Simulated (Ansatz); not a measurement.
**MgZrO3 (built on the sites of a database entry of BaZrO3): a soft mode frozen in**

Aim: this structure of MgZrO3 (built on the sites of a database entry of BaZrO3) is to be tested for unstable modes, and one is followed downhill.

Program: Ansatz 0.2.0. Level of theory: DFT PBEsol, scalar-relativistic, plane waves, norm-conserving pseudopotentials. Results are calculated unless marked as measured.

The structure was built from a prototype and need not be the compound's stable phase.

## (1) Set-up

Symmetry: Pm-3m, No. 221, cubic system. Conventional cell: a = 4.071 Å, b = 4.071 Å, c = 4.071 Å, α = 90.00°, β = 90.00°, γ = 90.00°. Nearest to Mg lie 12 O at 2.88 Å. Nearest to Zr lie 6 O at 2.04 Å. Nearest to O lie 2 Zr at 2.04 Å. Farther neighbours and most contacts between anions are not listed.

## (2) Linear response at the zone centre

The cell comes from relaxations at this level that are not shown. The zone centre is the only wavevector solved here; it holds the modes that light can see, as far as symmetry allows. The response to a homogeneous field gives the Born charges and the dielectric tensor, and its change with displacement the Raman tensors.

The input, input.yaml:

```yaml
crystal:
  lattice:
    - [4.071198049, 0.0, 0.0]
    - [0.0, 4.071198049, 0.0]
    - [0.0, 0.0, 4.071198049]
  atoms:
    - { symbol: Mg, position: [0.0, 0.0, 0.0] }
    - { symbol: Zr, position: [0.5, 0.5, 0.5] }
    - { symbol: O, position: [0.0, 0.5, 0.5] }
    - { symbol: O, position: [0.5, 0.0, 0.5] }
    - { symbol: O, position: [0.5, 0.5, 0.0] }
kpoints:
  mp_grid: { grid: [8, 8, 8] }
hamiltonian:
  xc: pbesol
  pseudopotentials: { kind: nc }
scf:
  occupations: { method: fixed }
output:
  eigenvalues: true
phonons:
  method: dfpt
  dielectric: true
  rigid_motions: translations
  raman: true
```

Started as:

```bash
> ansatz run input.yaml --threads 4 --pin off --max-ram 7168MiB --backend cpu --events-out ev --progress --plain --runs-dir out
```

Numbers of over 12 decimals in the logs are rounded to 6 here.

The log of the run:

```text
Engine: ansatz 0.2.0, aarch64-unknown-linux-gnu
Pseudopotentials: kind: nc
Pseudopotential: Mg, nc, valence charge 10, recommended cutoff 1142.878222 eV (normal), Mg.nc.azcp (PseudoDojo's, or run here from an input of PseudoDojo's: the run reads no file of this project's for it)
Pseudopotential: Zr, nc, valence charge 12, recommended cutoff 897.975746 eV (normal), Zr.nc.azcp (PseudoDojo's, or run here from an input of PseudoDojo's: the run reads no file of this project's for it)
Pseudopotential: O, nc, valence charge 6, recommended cutoff 1142.878222 eV (normal), O.nc.azcp (PseudoDojo's, or run here from an input of PseudoDojo's: the run reads no file of this project's for it)
Functional definition: PBEsol
  exchange = pbesol_x
  correlation = pbesol_c
Crystal: 5 atoms, lattice volume = 67.479 Å³
Basis set: ecut = 1142.878222 eV, 5887 PW (Γ), exchange–correlation on 90×90×90 points (8 copies of the dense FFT grid, shifted against one another)
Bands: 25, of which v1, the nominal top of the filled ones, is band 20 counted from 1 (19 counted from 0)
Symmetry: 48 space group operations
k-points: 170 of 512 (irreducible under 2 space group operations, time reversal used)
Non-local potential: Mg, projectors of the file, l = 0: 2, l = 1: 2
Non-local potential: Zr, projectors of the file, l = 0: 2, l = 1: 2, l = 2: 2
Non-local potential: O, projectors of the file, l = 0: 2, l = 1: 2, l = 2: 1
Initial density: superposition of atomic densities (chi_scale 0.1, normalization cell, long waves kept (reshape's long-wave potential 0.00 eV rms))
Initial wavefunctions: pseudopotential atomic-orbital guess
Functional: x = pbesol(κ = 0.804, μ = 0.123457), c = pbesol(β = 0.046)
SCF iter   1: F=—  HF=-4343.686872 eV  |F-HF|=—  |Δ(HF+E_count)|=         —  Δρ=6.73e-2  dr2=3.36e0  ethr=3.10e-3  ⟨swp⟩=5.3  Hψ=17448  notcnv=0  defer=414
preconditioner: auto → Resta (q_TF=auto, 2.501 Å⁻¹)  ε∞=5.0  [insulator: Δε(μ)=1.763 eV  Ē_g=11.064 eV  n_scr=18 (ndim 8)  ℏωp=22.1 eV  f_vac=0.000  ε∞_Penn≈5.0]
SCF iter   2: F=—  HF=-4342.773147 eV  |F-HF|=—  |Δ(HF+E_count)|=   9.14e-1  Δρ=3.62e-2  dr2=1.07e0  ethr=3.10e-3  ⟨swp⟩=2.8  Hψ=9292  notcnv=0  defer=429
SCF iter   3: F=—  HF=-4342.443351 eV  |F-HF|=—  |Δ(HF+E_count)|=   3.30e-1  Δρ=8.68e-3  dr2=7.03e-2  ethr=2.67e-3  ⟨swp⟩=3.7  Hψ=9015  notcnv=0  defer=443
SCF iter   4: F=—  HF=-4342.431710 eV  |F-HF|=—  |Δ(HF+E_count)|=   1.16e-2  Δρ=4.31e-3  dr2=9.39e-3  ethr=1.76e-4  ⟨swp⟩=2.2  Hψ=6964  notcnv=0  defer=490
SCF iter   5: F=—  HF=-4342.430131 eV  |F-HF|=—  |Δ(HF+E_count)|=   1.58e-3  Δρ=8.07e-4  dr2=7.01e-4  ethr=2.35e-5  ⟨swp⟩=2.2  Hψ=6395  notcnv=0  defer=494
SCF iter   6: F=—  HF=-4342.429956 eV  |F-HF|=—  |Δ(HF+E_count)|=   1.75e-4  Δρ=2.67e-4  dr2=3.27e-5  ethr=1.75e-6  ⟨swp⟩=2.1  Hψ=6341  notcnv=0  defer=494
SCF iter   7: F=—  HF=-4342.429945 eV  |F-HF|=—  |Δ(HF+E_count)|=   1.11e-5  Δρ=3.20e-5  dr2=5.10e-7  ethr=8.17e-8  ⟨swp⟩=2.0  Hψ=6091  notcnv=0  defer=372
SCF iter   8: F=—  HF=-4342.429876 eV  |F-HF|=—  |Δ(HF+E_count)|=   6.95e-5  Δρ=4.75e-6  dr2=1.41e-8  ethr=1.27e-9  ⟨swp⟩=2.1  Hψ=6736  notcnv=0  defer=222
SCF iter   9: F=—  HF=-4342.429876 eV  |F-HF|=—  |Δ(HF+E_count)|=   8.95e-9  Δρ=8.05e-7  dr2=3.73e-10  ethr=3.54e-11  ⟨swp⟩=2.3  Hψ=6790  notcnv=0  defer=222
SCF iter  10: F=-4342.429876 eV  HF=-4342.429876 eV  |F-HF|=1.09e-11  |Δ(HF+E_count)|=  4.17e-10  Δρ=1.55e-7  dr2=9.03e-12  ethr=1.00e-12  ⟨swp⟩=14.6  Hψ=30038  notcnv=0
SCF 1 converged in 10 iterations: F = -4342.429876 eV  dr2 = 9.03e-12
DFPT response loops at Γ: preconditioner auto → Resta (q_TF=auto, 2.501 Å⁻¹)  ε∞=8.8 (no band partly filled); β = 1.00, the filter's whole step (`scf.mixing.beta` (0.50) is not read by the response loops at its default; to damp them type it under 1.00, their step now; it binds the ground state too); Broyden in place of MSR1
── the response to a field inside a basis, on 10×10×10 k-points: an SCF that follows is theirs, and a resumed run solves both again ──
Bands: 21, of which v1, the nominal top of the filled ones, is band 20 counted from 1 (19 counted from 0)
k-points: 35
Initial density: handed on by an earlier stage of this run
Initial wavefunctions: pseudopotential atomic-orbital guess (no wavefunctions were taken with the density)
Eigensolver: Dense (35 Hₖ)
SCF iter   1: F=—  HF=-4342.416981 eV  |F-HF|=—  |Δ(HF+E_count)|=         —  Δρ=1.37e-4  dr2=9.33e-7  ethr=1.00e-1
preconditioner: auto → Resta (q_TF=auto, 2.501 Å⁻¹)  ε∞=7.3  [insulator: Δε(μ)=0.934 eV  Ē_g=8.797 eV  n_scr=18 (ndim 8)  ℏωp=22.1 eV  f_vac=0.000  ε∞_Penn≈7.3]
SCF iter   2: F=—  HF=-4342.416983 eV  |F-HF|=—  |Δ(HF+E_count)|=   2.55e-6  Δρ=7.12e-5  dr2=2.72e-7  ethr=2.33e-9
SCF iter   3: F=—  HF=-4342.416984 eV  |F-HF|=—  |Δ(HF+E_count)|=   9.95e-7  Δρ=2.71e-6  dr2=4.44e-9  ethr=6.79e-10
SCF iter   4: F=—  HF=-4342.416984 eV  |F-HF|=—  |Δ(HF+E_count)|=  3.29e-10  Δρ=1.71e-6  dr2=1.52e-9  ethr=1.11e-11
SCF iter   5: F=—  HF=-4342.416984 eV  |F-HF|=—  |Δ(HF+E_count)|=  2.36e-10  Δρ=4.54e-7  dr2=1.70e-10  ethr=3.79e-12
SCF iter   6: F=-4342.416984 eV  HF=-4342.416984 eV  |F-HF|=0.00e0  |Δ(HF+E_count)|=  1.36e-11  Δρ=9.42e-8  dr2=6.33e-12  ethr=1.00e-12
SCF 1 converged in 6 iterations: F = -4342.416984 eV  dr2 = 6.33e-12
DFPT response loops at Γ: preconditioner auto → Resta (q_TF=auto, 2.501 Å⁻¹)  ε∞=8.0 (no band partly filled); β = 1.00, the filter's whole step (`scf.mixing.beta` (0.50) is not read by the response loops at its default; to damp them type it under 1.00, their step now; it binds the ground state too); Broyden in place of MSR1
DFPT response loops at Γ: mixed as the last ones told, above
WARN: field response: ε∞ stands inside a basis, on 10×10×10 points; the force constants stand on the 8×8×8 k-mesh, whose period is 13.34 times the interband length at k = (0.0000, 0.0000, 0.0000), direct gap 1.082 eV, under 14: take them and everything formed from them as unconverged, and compare with a denser kpoints.mp_grid
SCF converged after 10 iterations
Free energy (F): -4342.429876 eV
Harris-Foulkes:  -4342.429876 eV  (|F-HF|=1.09e-11)
Internal energy: -4342.429876 eV  (E = F + TS)
E sigma→0 (E₀):  -4342.429876 eV
Fermi energy:    7.318983 eV
--- Per-component energies (eV) ---
  E_band       = -495.642136
  E_kinetic    = 2210.046805
  E_local      = -3537.139331  (includes V_loc(G=0)·N_el)
  E_nonlocal   = -556.993171
  E_hartree    = 1135.846911
  E_xc         = -820.920147
  E_vxc        = -883.250300  (∫ρ·V_xc dr)
  E_ewald      = -2773.270942
  E_smearing   = -0.000000  (= −TS)
  E_closure    = -0.000000  (closes the sum)
  Σ components = -4342.429876   (vs F -4342.429876, Δ=0.00e0)
--- Band table (eV; the first three rows and the last of 170) ---
  k-point 0: bands = [... 16 lower, 6.2872, 7.0191, 7.0191, 7.0191, 8.1012, 11.1263, 11.1263, 11.1263, ... 1 higher]
  k-point 1: bands = [... 16 lower, 6.2189, 6.3701, 6.9893, 6.9893, 8.5462, 11.1510, 11.4786, 11.4786, ... 1 higher]
  k-point 2: bands = [... 16 lower, 5.8913, 6.0607, 6.9564, 6.9564, 9.4329, 11.2121, 12.2862, 12.2862, ... 1 higher]
  k-point 169: bands = [... 16 lower, 3.7939, 7.3190, 7.3190, 7.3190, 9.6040, 15.0400, 15.0400, 15.0400, ... 1 higher]
--- Phonons (Γ-DFPT): 4 representative perturbations + reference, on 170 of 512 k-points (Σ response iterations 13) ---
  k mesh reduced under 2 symmetry operations, with k and −k counted as one. Each operation leaves every solved perturbation unchanged. A smaller set is not considered because the run solves the response to a homogeneous field
  ASR residual: 1.217e-2 → 0.000e0 eV/Å²; symmetrization residual: 6.573e-6 eV/Å²
  ASR residual per site (eV/Å²): 1.22e-2 1.73e-4 5.82e-5 5.82e-5 5.82e-5
  Γ frequencies (cm⁻¹): -258.17 -258.17 -258.17 -217.81 -217.81 -217.81 0.00 0.00 0.00 182.45 182.45 182.45 641.12 641.12 641.12
  ε∞ (high-frequency dielectric tensor):
        5.194648     0.000000    -0.000000
        0.000000     5.194648     0.000000
       -0.000000     0.000000     5.194648
  softest optical mode at Γ: -258.17 cm⁻¹; the repairs (sum rule, projections) moved no ω² at Γ by more than (11.74 cm⁻¹)²
  Born effective charges Z* (e; rows j = field, columns β = displacement):
    site 0:
         2.68769   -0.00000   -0.00000
        -0.00000    2.68769    0.00000
         0.00000    0.00000    2.68769
    site 1:
         5.83653   -0.00000    0.00000
         0.00000    5.83653    0.00000
        -0.00000    0.00000    5.83653
    site 2:
        -4.97399   -0.00000    0.00000
        -0.00000   -1.77511    0.00000
         0.00000    0.00000   -1.77511
    site 3:
        -1.77511    0.00000    0.00000
         0.00000   -4.97399    0.00000
         0.00000    0.00000   -1.77511
    site 4:
        -1.77511    0.00000    0.00000
        -0.00000   -1.77511    0.00000
         0.00000    0.00000   -4.97399
  Z* charge neutrality: 1.204e-3 e pre-enforcement
  solved inside a basis spanned on kpoints, on 10×10×10 k-points transformed towards the longest dipole: ε∞ is read to err by 2.0e-2, Z* by 5.2e-2 e (field_mesh: kpoints solves on kpoints); Z* is corrected for what the basis lacks
  Raman tensors (in the event stream and the table raman_tensors.tsv): an entry may err by 3.5e-3 Å², one of the second-order susceptibility by 1.0e-18 pm/V (basis, points and sum rule); their sum over the sites missed zero by 1.412e-20 Å² ahead of its enforcement
  optical modes at Γ without the LO–TO term, one row a degenerate level:
      ω (cm⁻¹)  modes    IR ((D/Å)²/amu)  static Raman (Å⁴/amu)  depolarisation
       -258.17      3            67.5607                 0.0000               —
       -217.81      3             0.0000                 0.0000               —
        182.45      3            14.5385                 0.0000               —
        641.12      3            98.6090                 0.0000               —
  optical modes at Γ + LO–TO along q̂ = [1.0000, 0.0000, 0.0000]:
      ω (cm⁻¹)  modes    IR ((D/Å)²/amu)  static Raman (Å⁴/amu)  depolarisation
       -258.17      2            45.0405                 0.0000               —
       -217.81      3             0.0000                 0.0000               —
        -74.12      1             2.8636                 0.0000               —
        182.45      2             9.6923                 0.0000               —
        279.77      1             7.1758                 0.0000               —
        641.12      2            65.7393                 0.0000               —
        819.39      1            50.1967                 0.0000               —
  optical modes at Γ + LO–TO along q̂ = [0.0000, 1.0000, 0.0000]:
      ω (cm⁻¹)  modes    IR ((D/Å)²/amu)  static Raman (Å⁴/amu)  depolarisation
       -258.17      2            45.0405                 0.0000               —
       -217.81      3             0.0000                 0.0000               —
        -74.12      1             2.8636                 0.0000               —
        182.45      2             9.6923                 0.0000               —
        279.77      1             7.1758                 0.0000               —
        641.12      2            65.7393                 0.0000               —
        819.39      1            50.1967                 0.0000               —
  optical modes at Γ + LO–TO along q̂ = [0.0000, 0.0000, 1.0000]:
      ω (cm⁻¹)  modes    IR ((D/Å)²/amu)  static Raman (Å⁴/amu)  depolarisation
       -258.17      2            45.0405                 0.0000               —
       -217.81      3             0.0000                 0.0000               —
        -74.12      1             2.8636                 0.0000               —
        182.45      2             9.6923                 0.0000               —
        279.77      1             7.1758                 0.0000               —
        641.12      2            65.7393                 0.0000               —
        819.39      1            50.1967                 0.0000               —
```

It took 4.9 min on 4 threads of Arm Neoverse V2, shared host; peak memory 4 GiB.

In the SCF lines HF is the Harris–Foulkes energy and dr2 the Hartree energy of the density residual, in eV; the loop may stop once dr2 is under the threshold and the program's other checks hold. Hψ counts applications of the Hamiltonian.

This step gave:

* gap on the k-mesh: 0.7822 eV
* volume per atom: 13.50 Å³
* sum-rule residual before enforcement: 0.01217 eV/Å²
* miss of the charge sum rule: 0.001204 e
* estimated error of the dielectric tensor: 0.02043
* estimated error of the Born charges: 0.05159 e
* point group: m-3m
* highest optical mode at the zone centre (no LO-TO term): 641.1 cm⁻¹
* lowest optical zone-centre mode: -258.2 cm⁻¹
* mean high-frequency dielectric constant: 5.195
* largest Born charge (third of the trace): 5.837 e
* top of the zone-centre spectrum with the field: 819.4 cm⁻¹

Without the LO-TO term. Patterns of degenerate modes are one choice out of their space. The modes at Γ (shares of kinetic energy by element, %) (negative means imaginary):

| mode | frequency (cm⁻¹) | symmetry | Mg % | Zr % | O % |
| --- | --- | --- | --- | --- | --- |
| 1 | -258.2 | T1u | 57 | 0 | 43 |
| 2 | -258.2 | T1u | 57 | 0 | 43 |
| 3 | -258.2 | T1u | 57 | 0 | 43 |
| 4 | -217.8 | T2u | 0 | 0 | 100 |
| 5 | -217.8 | T2u | 0 | 0 | 100 |
| 6 | -217.8 | T2u | 0 | 0 | 100 |
| 7 | 0.0 | acoustic | 15 | 56 | 29 |
| 8 | 0.0 | acoustic | 15 | 56 | 29 |
| 9 | 0.0 | acoustic | 15 | 56 | 29 |
| 10 | 182.4 | T1u | 28 | 38 | 33 |
| 11 | 182.4 | T1u | 28 | 38 | 33 |
| 12 | 182.4 | T1u | 28 | 38 | 33 |
| 13 | 641.1 | T1u | 0 | 6 | 94 |
| 14 | 641.1 | T1u | 0 | 6 | 94 |
| 15 | 641.1 | T1u | 0 | 6 | 94 |

Displacements in mode 3 (-258.2 cm⁻¹), the largest set to 1:
```
Mg1  0.00  1.00  0.29
Zr2  0.00  0.03  0.01
O3   0.00 -0.75 -0.22
O4   0.00 -0.19 -0.22
O5   0.00 -0.75 -0.06
```

Displacements in mode 13 (641.1 cm⁻¹), the largest set to 1:
```
Mg1  0.00 -0.03 -0.01
Zr2  0.00 -0.11 -0.02
O3   0.00 -0.17 -0.04
O4   0.00  1.00 -0.04
O5   0.00 -0.17  0.21
```

Before it was imposed, the acoustic sum rule was missed by 0.012 eV/Å² and the charge sum rule by 0.0012 e. Small misses are needed for a sound result but don't prove that mesh and cutoff are converged. The lowest optical mode is imaginary, 258.2i cm⁻¹, so the energy falls along it.

The log warns of the k mesh: “the force constants stand on the 8×8×8 k-mesh, whose period is 13.34 times the interband length at k = (0.0000, 0.0000, 0.0000), direct gap 1.082 eV, under 14: take them and everything formed from them as unconverged”.

## (3) The mode frozen in, largest atomic shift 0 Å

The mode followed lies at Γ with frequency 258.2i cm⁻¹ and is 3-fold degenerate, the softest among the wavevectors solved. At small amplitude the distorted cell has space group no. 160 by a symmetry search on the positions. The undistorted cell that holds it gives the zero of energy on the same k mesh.

input.yaml, as its differences from that of step 2:

```diff
@@ -17,9 +17,6 @@
 scf:
-  occupations: { method: fixed }
+  occupations: { method: gaussian, width: 0.02 }
 output:
+  forces: true
+  stress: true
   eigenvalues: true
-phonons:
-  method: dfpt
-  dielectric: true
-  rigid_motions: translations
-  raman: true
```

The log of the run:

```text
[...]
Crystal: 5 atoms, lattice volume = 67.479 Å³
Basis set: ecut = 1142.878222 eV, 5887 PW (Γ), exchange–correlation on 90×90×90 points (8 copies of the dense FFT grid, shifted against one another)
Bands: 25, of which v1, the nominal top of the filled ones, is band 20 counted from 1 (19 counted from 0)
Symmetry: 48 space group operations
[...]
k-points: 35 of 512
[...]
P = ⅓ Tr σ = 0.0027 GPa (0.027 kbar)
--- Band table (eV; the first three rows and the last of 35) ---
  k-point 0: bands = [... 16 lower, 6.2872, 7.0191, 7.0191, 7.0191, 8.1012, 11.1263, 11.1263, 11.1263]
  k-point 1: bands = [... 16 lower, 6.2188, 6.3701, 6.9892, 6.9892, 8.5462, 11.1510, 11.4787, 11.4787]
  k-point 2: bands = [... 16 lower, 5.8913, 6.0607, 6.9563, 6.9563, 9.4329, 11.2121, 12.2862, 12.2862]
  k-point 34: bands = [... 16 lower, 3.7939, 7.3189, 7.3189, 7.3189, 9.6040, 15.0400, 15.0400, 15.0400]
[key lines of the parts left out:]
SCF converged after 8 iterations
Free energy (F): -4342.429876 eV
Fermi energy:    7.710345 eV
```

The job ended after 2.8 s (4 threads; peak memory 0.54 GiB; 11 s of CPU time).

This step gave:

- pressure: 0.002716 GPa
- energy from the undistorted cell: 0 meV/atom

At this level the gap is 0.78 eV on the k-mesh of the self-consistent run, which can miss the band edges.

## (4) The mode frozen in, largest atomic shift 0.6 Å

The atoms are moved along the unstable eigenvector, the largest shift by 0.6 Å, with the cell fixed.

input.yaml, the sections that differ from step 3:

```yaml
crystal:
  lattice:
    - [4.071198049, 0.0, 0.0]
    - [0.0, 4.071198049, 0.0]
    - [0.0, 0.0, 4.071198049]
  atoms:
    - { symbol: Mg, position: [-0.0850880152, 0.0850880152, 0.0850880152] }
    - { symbol: Zr, position: [0.4975093191, 0.5024906809, 0.5024906809] }
    - { symbol: O, position: [0.0163408175, 0.436438766, 0.436438766] }
    - { symbol: O, position: [0.563561234, -0.0163408175, 0.436438766] }
    - { symbol: O, position: [0.563561234, 0.436438766, -0.0163408175] }
# kpoints, hamiltonian, scf, output: as in step 3
```

The log of the run:

```text
[...]
Crystal: 5 atoms, lattice volume = 67.479 Å³
Basis set: ecut = 1142.878222 eV, 5887 PW (Γ), exchange–correlation on 90×90×90 points (8 copies of the dense FFT grid, shifted against one another)
Bands: 25, of which v1, the nominal top of the filled ones, is band 20 counted from 1 (19 counted from 0)
Symmetry: 6 space group operations
[...]
--- Band table (eV; the first three rows and the last of 65) ---
  k-point 0: bands = [... 16 lower, 5.7080, 6.2734, 6.4571, 6.4571, 8.7101, 11.6630, 11.6630, 12.6011]
  k-point 1: bands = [... 16 lower, 5.7472, 6.1482, 6.2857, 6.5636, 9.0536, 11.5940, 11.9049, 12.5207]
  k-point 2: bands = [... 16 lower, 5.6368, 5.9873, 6.0837, 6.6704, 9.8039, 11.6334, 12.4882, 12.5583]
  k-point 64: bands = [... 16 lower, 3.5415, 6.7984, 6.7984, 7.2643, 10.0558, 13.6592, 13.9281, 13.9281]
[key lines of the parts left out:]
SCF converged after 9 iterations
Free energy (F): -4343.605555 eV
Fermi energy:    7.987219 eV
P = ⅓ Tr σ = 1.2230 GPa (12.230 kbar)
```

Run time: 7.9 s. Hardware: 4 threads; peak memory 0.59 GiB.

This step gave:

- pressure: 1.223 GPa
- gap on the k-mesh: 1.446 eV
- energy from the undistorted cell: -235.1 meV/atom

The energy, extrapolated to zero smearing, is -235.14 meV/atom against the undistorted cell.

The run ends at a pressure of 1.22 GPa, with forces up to 0.99 eV/Å.

## (5) Energy along the mode, all amplitudes (two of the runs are shown above)

An imaginary frequency means negative curvature, so the energy should fall and then rise again as anharmonic terms take over.

Numbers from this step:

```
depth at the lowest point sampled  : 235.1 meV/atom
largest atomic shift at that point : 0.6 Å
```

The energy from the parent by largest atomic shift:

| largest atomic shift (Å) | energy from the parent (meV/atom) |
| --- | --- |
| 0.000 | 0 |
| 0.040 | -1.68 |
| 0.080 | -6.68 |
| 0.140 | -20.2 |
| 0.220 | -48.5 |
| 0.320 | -97.2 |
| 0.450 | -171 |
| 0.600 | -235 |

Displacement at unit largest shift by atom:

| atom | x (Å) | y (Å) | z (Å) | size |
| --- | --- | --- | --- | --- |
| Mg1 | -0.577 | 0.577 | 0.577 | 0.999 |
| Zr2 | -0.017 | 0.017 | 0.017 | 0.029 |
| O3 | 0.111 | -0.431 | -0.431 | 0.620 |
| O4 | 0.431 | -0.111 | -0.431 | 0.620 |
| O5 | 0.431 | -0.431 | -0.111 | 0.620 |

The lowest of the steps tried is the last one, at 0.6 Å, 235 meV/atom below the parent; the bottom of the well need not coincide with a step.

[end of part 1 of 3]

[Logs are printed without paths, hosts, clocks, repeated set-up lines and the standing remarks that a program may print on its own settings, such as how far it seeks lower states.]

[Hosts, paths, dates, database ids (printed as entryN), source tags and the programs' standing remarks are cut or masked in the printed files.]
